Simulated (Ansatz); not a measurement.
# Gap against volume in random fluorite-type alloy of CaF2 and CdF2 (96 atoms)

The cell holds 96 atoms: 20 Ca, 64 F and 12 Cd. Its edges and angles: a = 11.149 Å, b = 11.149 Å, c = 11.149 Å, α = 90.0°, β = 90.0°, γ = 90.0°. It derives from CaF2 (fluorite-type) and CdF2, repeated 2×2×2. The starting structure: Fluorite-type CaF2, 2 x 2 x 2 conventional cells, 12 of 32 Ca sites given to Cd at random (x = 0.375), lattice by Vegard's rule (a = 5.436 Å); every coordinate displaced by a Gaussian of 0.09 Å.

Calculated with Ansatz 0.2.0: Kohn-Sham DFT, revPBE, PAW (set soft_2), plane waves; cutoff 420 eV, Γ point, fixed occupations. The relaxed cell was scaled evenly and the atoms were relaxed at each volume. The gap is that between the highest filled and the lowest empty Kohn-Sham level on the run's k-points.

| volume (Å³/atom) | gap (eV) |
| --- | --- |
| 12.992 | 4.943 |
| 13.569 | 4.759 |
| 14.003 | 4.609 |
| 14.436 | 4.462 |
| 14.869 | ? |
| 15.302 | 4.184 |

Task: Fit a straight line in ln V to the rows given and interpolate to the withheld row.

**Working.**

A volume deformation potential makes the spacing linear in u = ln(V/V0), with V0 = 14.436 Å³ the relaxed volume; v is the spacing.

| u = ln(V/V0) | v (eV) |
| --- | --- |
| -0.105361 | 4.9432 |
| -0.0618751 | 4.7594 |
| -0.0304591 | 4.6085 |
| 0 | 4.4624 |
| 0.0582690 | 4.1839 |

With n = 5: mean u = -0.0278852, mean v = 4.59148, Σ(u − ū)² = 0.015365, Σ(u − ū)(v − v̄) = -0.071715. Slope b = -0.071715 / 0.015365 = -4.6676; intercept a = v̄ − b ū = 4.4613.

At the withheld volume u = 0.02956, and v = a + b u.

Prediction at 14.869: 4.323 eV. The run gave 4.321 eV, so the fit is high by 0.0027 eV (0.061 % of the value).

The slope, -4.67 eV, says that the spacing narrows on expansion. Among the rows given, the largest miss of the fit is at 12.992, by 0.0099 eV (1.3 % of the range of the table).

Limits: The table spans 16 % in volume, wide for a linear law. Semilocal functionals tend to put gaps under measured ones. Only the Γ point is sampled. The mesh needn't hold the band edges.

[Hosts, paths, dates, database ids (printed as entryN), source tags and the programs' standing remarks are cut or masked in the printed files.]
